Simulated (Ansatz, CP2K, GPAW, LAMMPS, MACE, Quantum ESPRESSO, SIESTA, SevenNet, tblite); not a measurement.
## Running liquid Zn23Cd15S38 at 1800 K (76 atoms) with GPAW

Aim: run liquid Zn23Cd15S38 at 1800 K (76 atoms) in GPAW and see how near its forces come to a plane-wave reference, and at what cost.

Program: GPAW 26.7.0. Level of theory: the method is named at each step. Results are calculated unless marked as measured.

**1. The structure**

The cell holds 76 atoms: 23 Zn, 15 Cd and 38 S. Cell: a = 11.895 Å, b = 11.895 Å, c = 11.895 Å, α = 90.0°, β = 90.0°, γ = 90.0°. 76 atoms (23 Zn, 15 Cd, 38 S) placed at random at 4.35 g/cm³, melted at 2500 K for 10 ps at fixed volume with the Stillinger-Weber II-VI potential (Zhou et al., Phys. Rev. B 88, 085309 (2013)). Snapshot at the end of a hold of 5 ps at 1800 K and fixed volume.

The yardstick, on the same geometry:

- method: Kohn-Sham DFT, PBE, SSSP efficiency 1.3.0 pseudopotentials, plane waves (Quantum ESPRESSO 7.5); sssp-pbe-1.3.0-efficiency, cutoffs 45/360 Ry, Γ point
- r.m.s. force component: 0.8571 eV/Å
- longest force: 2.878 eV/Å
- pressure: -1.555 GPa
- time: 6.1 min on 4 MPI ranks of Arm Neoverse V2, shared host
- CPU time: 24 min

**2. PBE, LCAO dzp, h 0.2 Å**

Method: Kohn-Sham DFT, PBE, PAW, atomic orbitals (dzp).

run.py

```python
import numpy as np
from ase.io import read
from gpaw import GPAW, FermiDirac

atoms = read("structure.xyz")
atoms.calc = GPAW(
    mode="lcao",
    basis="dzp",
    h=0.2,
    xc="PBE",
    kpts={"size": (1, 1, 1), "gamma": True},
    occupations=FermiDirac(0.05),
    maxiter=200,
    symmetry={"point_group": False},
    txt="gpaw.txt",
)
energy = atoms.get_potential_energy(force_consistent=True)
forces = atoms.get_forces()
print(f"energy {energy:.6f} eV")
print("forces (eV/A)")
for i, (a, f) in enumerate(zip(atoms, forces)):
    print(f"{i:4d} {a.symbol:2s} {f[0]:10.5f} {f[1]:10.5f} {f[2]:10.5f}")
print(f"Fermi level {atoms.calc.get_fermi_level():.4f} eV")
for k in range(len(atoms.calc.get_ibz_k_points())):
    for s in range(atoms.calc.get_number_of_spins()):
        e = atoms.calc.get_eigenvalues(kpt=k, spin=s)
        n = np.searchsorted(e, atoms.calc.get_fermi_level())
        print(f"k {k} spin {s} levels about the Fermi level:", np.round(e[max(n - 6, 0):n], 4).tolist(), "|", np.round(e[n:n + 6], 4).tolist())
```

structure.xyz

```xyz
76
Lattice="11.89530 0.00000 0.00000 0.00000 11.89530 0.00000 0.00000 0.00000 11.89530" Properties=species:S:1:pos:R:3 pbc="T T T"
Zn 10.43551 10.29788 10.60430
Zn 0.65055 10.90525 7.36283
Zn 6.65720 11.42365 9.93377
Zn 8.71402 10.07104 1.45765
Zn 4.37033 10.23222 8.32504
Zn 11.28043 2.41284 8.68309
Zn 9.84657 6.42037 2.29972
Zn 11.00422 11.11152 4.30943
Zn 9.65898 4.35915 10.40161
Zn 0.72859 5.77445 4.31086
Zn 0.87966 11.68559 0.79496
Zn 3.63199 10.72219 0.37268
Zn 2.86344 10.35486 4.63726
Zn 2.15245 1.16966 9.80375
Zn 6.47866 0.56253 1.32728
Zn 8.33373 0.95971 11.10486
Zn 8.13876 11.85593 6.18698
Zn 1.96427 8.09356 3.08445
Zn 6.77854 2.92862 9.11525
Zn 7.13159 3.73263 1.17454
Zn 1.67248 4.24686 8.22881
Zn 9.92116 8.33979 5.35764
Zn 5.73817 11.54451 4.08485
Cd 11.06275 2.94016 1.90765
Cd 0.93925 7.17001 8.04777
Cd 4.95499 2.66383 5.05015
Cd 9.21719 8.87711 9.00748
Cd 1.45408 5.60887 0.15167
Cd 7.29753 7.09019 10.94748
Cd 6.89071 8.16351 4.44646
Cd 7.94202 4.84460 5.13675
Cd 4.51379 6.36494 6.72965
Cd 3.35091 2.83251 1.68176
Cd 11.75363 7.68329 11.56413
Cd 10.39102 3.06732 6.03032
Cd 4.30443 5.48219 10.23186
Cd 1.20440 1.84948 4.74230
Cd 4.96557 6.90796 1.49988
S 11.20549 8.33813 3.36423
S 9.85752 1.31764 3.84266
S 6.82814 7.73587 7.13885
S 4.12731 0.26312 1.88957
S 4.98330 4.63560 0.88001
S 1.63263 1.24449 7.31394
S 0.06019 4.73338 6.28238
S 7.54852 5.29888 9.10704
S 4.88968 8.62719 11.51322
S 3.55551 7.43504 8.99701
S 9.60070 6.49400 6.61188
S 5.95169 2.02375 11.14375
S 0.23910 4.26780 10.36295
S 10.25256 10.36390 6.91462
S 6.77842 10.42302 0.17010
S 4.04916 11.77421 10.06628
S 9.31164 2.76352 0.14845
S 3.87680 3.37755 9.00534
[... 16 atom lines left out ...]
S 10.22151 11.67012 0.78592
S 8.36347 9.88190 4.05772
S 6.71192 10.81592 7.68115
S 1.03489 11.32004 3.23314
```

Run with:

```
$ OMP_NUM_THREADS=1 python run.py > output.txt
```

The log of the run:

```text
energy -190.171431 eV
forces (eV/A)
   0 Zn    0.89707    1.83604    0.93008
   1 Zn    0.30608   -0.04525    0.43028
   2 Zn   -0.59482    0.10689   -0.39592
   3 Zn    0.48692   -0.19646    0.63106
   4 Zn   -0.61201    0.01432   -0.70618
   5 Zn    0.53376   -0.74222    0.67588
   6 Zn   -0.04366    0.79085    0.19740
   7 Zn   -0.94854   -0.03488    0.19278
   8 Zn   -0.33691    0.59099   -0.56715
   9 Zn    0.36391   -0.01990   -0.42736
  10 Zn   -0.49649   -0.02894   -0.15967
  11 Zn    0.05433   -1.00597   -1.39750
  12 Zn    0.28793    0.59245    0.13330
  13 Zn    0.02339    0.32623    0.14604
  14 Zn   -0.73906    0.55792    0.62212
  15 Zn    0.87685   -0.25789   -0.15781
  16 Zn    0.61618   -0.29530    0.03677
  17 Zn   -0.42893    0.91868   -0.65524
  18 Zn   -0.26326    0.79403   -0.13824
  19 Zn    0.44960   -0.93551    0.46694
  20 Zn    0.54250   -0.54338    0.41706
  21 Zn    0.53363    0.60453   -0.14133
  22 Zn   -0.84694   -0.18107   -0.09715
  23 Cd   -0.52904   -2.92068    0.17337
[...]
68 S     0.27900    0.28295   -0.38899
  69 S    -0.96244    0.31736    0.50923
  70 S    -1.17605   -0.80538   -0.72638
  71 S    -1.37439   -0.93592    0.29714
  72 S    -0.27124   -0.74604   -0.26997
  73 S     1.20367    2.30590   -0.86872
  74 S    -0.53097   -0.70963    1.64597
  75 S     1.30041    0.53221    1.16208
Fermi level 4.3358 eV
k 0 spin 0 levels about the Fermi level: [3.8552, 3.9154, 4.1013, 4.1681, 4.2209, 4.2914] | [4.3752, 4.4412, 4.5995, 4.8052, 5.1081, 5.1922]
```

gpaw.txt:

```text
Input parameters:
  mode=LCAO(),
  basis={'default': 'dzp'},
  h=0.2,
  kpts=MonkhorstPack(size=(1, 1, 1), gamma=True),
  maxiter=200,
  occupations=Occupations(name='fermi-dirac', width=0.05, fixmagmom=False),
  symmetry=Symmetry(point_group=False),
  xc=XC(name='PBE')
Unit cell  # Å
| periodic |         x |         y |         z |   lengths |    angles |
|----------|-----------|-----------|-----------|-----------|-----------|
|      yes | 11.895300 |  0.000000 |  0.000000 | 11.895300 | 90.000000 |
|      yes |  0.000000 | 11.895300 |  0.000000 | 11.895300 | 90.000000 |
|      yes |  0.000000 |  0.000000 | 11.895300 | 11.895300 | 90.000000 |
Number of symmetries: 1
Symmetry operations  # r_c * U_cc + t_c -> r_c
|   | kind |            matrix            |
|---|------|------------------------------|
| 0 |  E   |  1, 0, 0,  0, 1, 0,  0, 0, 1 |
BZ-sampling:
  Number of BZ points: 1
  Number of IBZ points: 1
  Monkhorst-Pack size: [1, 1, 1]
  Monkhorst-Pack shift: [0, 0, 0]
[... lines left out ...]
  Fermi-Dirac:
[... lines left out ...]
xc functional:
  name: PBE with 2 nearest neighbor stencil
interpolation: tri-quintic # 5. degree polynomial
Initialization done in: 10.781 s
convergence criteria:
- Maximum [total energy] change in last 3 cyles: 0.0005 eV / valence electron
- Maximum integral of absolute [dens]ity change: 0.0001 electrons / valence electron
- Maximum integral of absolute [eigenst]ate change: 4e-08 eV^2 / valence electron
maximum number of iterations: 200
SCF iterations
|iter     |      energy | eigst |  dens |
|---------|-------------|-------|-------|
|iter:   1| -201.740444 |      c|       |
|iter:   2| -198.363639 |      c| -1.26 |
|iter:   3| -196.593717 |      c| -1.31 |
|iter:   4| -193.033199 |      c| -1.53 |
[...]
|iter:   8| -190.286945 |      c| -2.08 |
|iter:   9| -190.098752 |      c| -2.37 |
|iter:  10| -190.095487c|      c| -2.59 |
|iter:  11| -190.071377c|      c| -2.75 |
|iter:  12| -190.072079c|      c| -2.95 |
|iter:  13| -190.066349c|      c| -3.13 |
|iter:  14| -190.066533c|      c| -3.57 |
|iter:  15| -190.065664c|      c| -3.79 |
|iter:  16| -190.066439c|      c| -3.81 |
|iter:  17| -190.065993c|      c| -4.11c|
Converged in 17 steps
SCF loop duration: 241.255 s (14.191 s/step)
Energy contributions relative to reference atoms: (reference = -3818996.844171)
Energy contributions:
  Kinetic:         292.532486
  Coulomb:        -225.951325
  Zero:              3.309198
  External:          0.000000
  Xc:             -259.850915
  Entropy:          -0.210875
  Spinorbit:         0.000000
  ----------------------------
  Free energy:    -190.171431
  Extrapolated:   -190.065993
dipole moment: (-1.515531, 69.936131, -114.519001)  # |e|*Ang
Fermi level: 4.336
Eigenvalues  # (at kpt = [0.000, 0.000, 0.000])
| band index |      eig [eV] | occ [0-2] |
|------------|---------------|-----------|
|          0 |        -9.481 |     2.000 |
|        ... |               |           |
|        334 |         3.734 |     2.000 |
|        335 |         3.836 |     2.000 |
[...]
|        349 |         5.479 |     0.000 |
|        ... |               |           |
|        414 |         9.995 |     0.000 |
Gap: 0.084 eV
Transition (v -> c):
  (s=0, k=0, n=341, [0.00, 0.00, 0.00]) -> (s=0, k=0, n=342, [0.00, 0.00, 0.00])
No difference between direct/indirect transitions
Force computation time: 35.209  # s
timing:  # [seconds]
  Total:  287.274  # ━━━━━━━━━━━━━━━━━━━━━━━━━━━━━━━━━━━━━━━━━━━━━━━━━━━━━━━━
  Init:    10.780  # ━━
  SCF:    241.255  # ━━━━━━━━━━━━━━━━━━━━━━━━━━━━━━━━━━━━━━━━━━━━━━━
  Forces:  35.209  # ━━━━━━━
```

Wall time 4.8 min (1 thread of Arm Neoverse V2, shared host); peak memory 1.9 GiB.

Banners, paths, timers and routine set-up lines are dropped from the logs unmarked, and long logs keep their key lines alone; longer cuts are marked.

Compared with the plane-wave run:

| Property | Result |
| --- | --- |
| r.m.s. force component | 0.88 eV/Å |
| r.m.s. difference of force components | 48.48 meV/Å |
| longest difference of force vectors | 190.4 meV/Å |
| force difference over r.m.s. force | 5.656 % |
| slope of forces against the reference's | 1.026 |
| correlation of force components | 0.9988 |

Length of the force difference by element (eV/Å):

| element | atoms | mean | most |
| --- | --- | --- | --- |
| Cd | 15 | 0.099 | 0.18 |
| S | 38 | 0.073 | 0.19 |
| Zn | 23 | 0.051 | 0.080 |

The surroundings of Cd35, which bears the longest force, nearest first, numbered as they follow in the input and with coordinates relative to it.

```csv
atom,x,y,z,distance (Å),bonds,Fx,Fy,Fz (eV/Å)
Cd35,0.00,0.00,0.00,0.00,3,-2.04,-2.10,-0.59
S45,1.56,1.67,0.25,2.30,3,1.86,1.38,0.54
S64,-2.17,-1.10,1.41,2.82,3,0.91,0.50,-0.49
S40,-0.53,-1.75,-2.19,2.85,3,1.30,0.67,1.10
Zn6,0.89,-0.65,2.65,2.87,2,0.53,-0.74,0.68
Cd31,-2.45,1.78,-0.89,3.16,3,-0.38,-0.44,2.93
Cd37,2.71,-1.22,-1.29,3.24,3,0.68,-0.19,-0.48
S49,-0.79,3.43,0.58,3.56,2,-1.27,-0.32,-0.65
Zn17,-2.25,-3.11,0.16,3.84,3,0.62,-0.30,0.04
S44,3.14,-1.82,1.28,3.85,3,-1.37,0.25,0.65
Zn10,2.23,2.71,-1.72,3.91,3,0.36,-0.02,-0.43
```

Atoms are counted from 1 here, from 0 in the log.

Forces lie 5.7 % from the reference's, at 0.20 times its CPU time (on 1 against 4 cores).

**3. PBE, LCAO sz(dzp), h 0.2 Å**

Method: Kohn-Sham DFT, PBE, PAW, atomic orbitals (sz(dzp)).

run.py: that of step 2 with these lines changed.

```diff
@@ -7,3 +7,3 @@
     mode="lcao",
-    basis="dzp",
+    basis="sz(dzp)",
     h=0.2,
```

structure.xyz is that of step 2.

The log of the run:

```text
energy -155.479279 eV
forces (eV/A)
   0 Zn    0.60765    1.47966    0.73364
   1 Zn    0.22401   -0.09452    0.72841
   2 Zn   -0.49134    0.33501   -0.26491
   3 Zn    0.45411   -0.42746    1.16472
   4 Zn   -0.96383   -0.47675   -1.15999
   5 Zn    0.54339   -0.65097    0.50446
   6 Zn    0.00459    0.94514    0.13037
   7 Zn   -1.34367   -0.39349    0.33356
   8 Zn   -0.34514    1.00950   -0.82835
   9 Zn    0.08272   -0.17806   -0.46040
  10 Zn   -0.66259   -0.08322    0.04963
  11 Zn    0.16671   -1.33967   -1.77076
[...]
71 S    -1.60787   -0.80531    0.42569
  72 S    -0.11969   -0.40678   -0.21386
  73 S     1.33516    2.83249   -1.03117
  74 S    -0.55619   -0.99497    1.40469
  75 S     1.67919    0.68128    0.96007
Fermi level 4.5683 eV
k 0 spin 0 levels about the Fermi level: [4.0926, 4.1469, 4.3496, 4.4072, 4.4585, 4.5268] | [4.6054, 4.665, 4.8265, 5.0294, 5.3668, 5.4764]
```

gpaw.txt:

```text
Input parameters:
  mode=LCAO(),
  basis={'default': 'sz(dzp)'},
  h=0.2,
  kpts=MonkhorstPack(size=(1, 1, 1), gamma=True),
  maxiter=200,
  occupations=Occupations(name='fermi-dirac', width=0.05, fixmagmom=False),
  symmetry=Symmetry(point_group=False),
  xc=XC(name='PBE')
[... lines left out ...]
  Fermi-Dirac:
[... lines left out ...]
convergence criteria:
- Maximum [total energy] change in last 3 cyles: 0.0005 eV / valence electron
[... lines left out ...]
Converged in 17 steps
[... lines left out ...]
  Free energy:    -155.479279
[... lines left out ...]
Fermi level: 4.568
[... lines left out ...]
|          0 |        -9.559 |     2.000 |
|        ... |               |           |
|        334 |         3.967 |     2.000 |
|        335 |         4.061 |     2.000 |
[...]
|        349 |         5.765 |     0.000 |
|        ... |               |           |
|        414 |        11.002 |     0.000 |
Gap: 0.079 eV
Transition (v -> c):
  (s=0, k=0, n=341, [0.00, 0.00, 0.00]) -> (s=0, k=0, n=342, [0.00, 0.00, 0.00])
No difference between direct/indirect transitions
Force computation time: 12.718  # s
timing:  # [seconds]
  Total:  119.816  # ━━━━━━━━━━━━━━━━━━━━━━━━━━━━━━━━━━━━━━━━━━━━━━━━━━━━━━━━
  Init:     8.301  # ━━━━
  SCF:     98.770  # ━━━━━━━━━━━━━━━━━━━━━━━━━━━━━━━━━━━━━━━━━━━━━━
  Forces:  12.718  # ━━━━━━
```

It took 2 min on 1 thread; peak memory 1.6 GiB.

Against the reference:

```yaml
r_m_s_force_component: 0.9924 eV/Å
r_m_s_difference_of_force_components: 280 meV/Å
longest_difference_of_force_vectors: 1022 meV/Å
force_difference_over_r_m_s_force: 32.67 %
slope_of_forces_against_the_reference_s: 1.117
correlation_of_force_components: 0.9647
```

This is a coarse setting, run to see what it loses.

Against the first run (5.7 %), the force difference from the reference is 33 %, at 0.42 times the CPU time, with 494 basis functions against 1292: the smaller basis costs accuracy.

**4. RPBE, LCAO dzp, h 0.2 Å**

Method: Kohn-Sham DFT, RPBE, PAW, atomic orbitals (dzp).

run.py: that of step 3 with these lines changed.

```diff
@@ -7,5 +7,5 @@
     mode="lcao",
-    basis="sz(dzp)",
+    basis="dzp",
     h=0.2,
-    xc="PBE",
+    xc="RPBE",
     kpts={"size": (1, 1, 1), "gamma": True},
```

structure.xyz is that of step 3.

The log of the run:

```text
energy -161.217174 eV
forces (eV/A)
   0 Zn    0.89071    1.76496    0.99409
   1 Zn    0.27563   -0.04609    0.48094
   2 Zn   -0.58225    0.08981   -0.47195
   3 Zn    0.47204   -0.19578    0.82490
   4 Zn   -0.70845   -0.13889   -0.79013
   5 Zn    0.55977   -0.69825    0.65024
   6 Zn   -0.07800    0.75878    0.26625
   7 Zn   -1.01802   -0.13846    0.30507
   8 Zn   -0.43415    0.68990   -0.64144
   9 Zn    0.25868   -0.00234   -0.41252
  10 Zn   -0.48452   -0.01805   -0.16686
  11 Zn    0.08192   -1.00176   -1.41095
[...]
71 S    -1.41383   -0.93510    0.32127
  72 S    -0.22362   -0.54213   -0.15056
  73 S     1.12952    2.43584   -0.90210
  74 S    -0.50136   -0.82820    1.55376
  75 S     1.39783    0.59210    1.14172
Fermi level 4.4914 eV
k 0 spin 0 levels about the Fermi level: [4.0075, 4.0639, 4.2474, 4.323, 4.3746, 4.446] | [4.5303, 4.6018, 4.7765, 4.9811, 5.299, 5.3829]
```

gpaw.txt:

```text
Input parameters:
  mode=LCAO(),
  basis={'default': 'dzp'},
  h=0.2,
  kpts=MonkhorstPack(size=(1, 1, 1), gamma=True),
  maxiter=200,
  occupations=Occupations(name='fermi-dirac', width=0.05, fixmagmom=False),
  symmetry=Symmetry(point_group=False),
  xc=XC(name='RPBE')
[... lines left out ...]
  Fermi-Dirac:
[... lines left out ...]
convergence criteria:
- Maximum [total energy] change in last 3 cyles: 0.0005 eV / valence electron
[... lines left out ...]
Converged in 17 steps
[... lines left out ...]
  Free energy:    -161.217174
[... lines left out ...]
Fermi level: 4.491
[... lines left out ...]
|          0 |        -9.363 |     2.000 |
|        ... |               |           |
|        334 |         3.884 |     2.000 |
|        335 |         3.982 |     2.000 |
[...]
|        349 |         5.671 |     0.000 |
|        ... |               |           |
|        414 |        10.219 |     0.000 |
Gap: 0.084 eV
Transition (v -> c):
  (s=0, k=0, n=341, [0.00, 0.00, 0.00]) -> (s=0, k=0, n=342, [0.00, 0.00, 0.00])
No difference between direct/indirect transitions
Force computation time: 35.321  # s
timing:  # [seconds]
  Total:  287.832  # ━━━━━━━━━━━━━━━━━━━━━━━━━━━━━━━━━━━━━━━━━━━━━━━━━━━━━━━━
  Init:    10.822  # ━━
  SCF:    241.659  # ━━━━━━━━━━━━━━━━━━━━━━━━━━━━━━━━━━━━━━━━━━━━━━━
  Forces:  35.322  # ━━━━━━━
```

It took 4.8 min on 1 thread; peak memory 1.9 GiB.

Against the reference:

* r.m.s. force component: 0.8903 eV/Å
* r.m.s. difference of force components: 114.5 meV/Å
* longest difference of force vectors: 391.1 meV/Å
* force difference over r.m.s. force: 13.36 %
* slope of forces against the reference's: 1.031
* correlation of force components: 0.9921

Against the first run (5.7 %), the force difference from the reference is 13 %, at 1.0 times the CPU time; the model has changed, so this is no error of the program alone.

(Continued in part 2 of 2.)

[Also dropped from logs without a mark: logging warnings of Python, and SIESTA's first energy breakdown and zero terms.]

[Logs are printed without paths, hosts, clocks, repeated set-up lines and the standing remarks that a program may print on its own settings, such as how far it seeks lower states.]

[Hosts, paths, dates, database ids (printed as entryN), source tags and the programs' standing remarks are cut or masked in the printed files.]
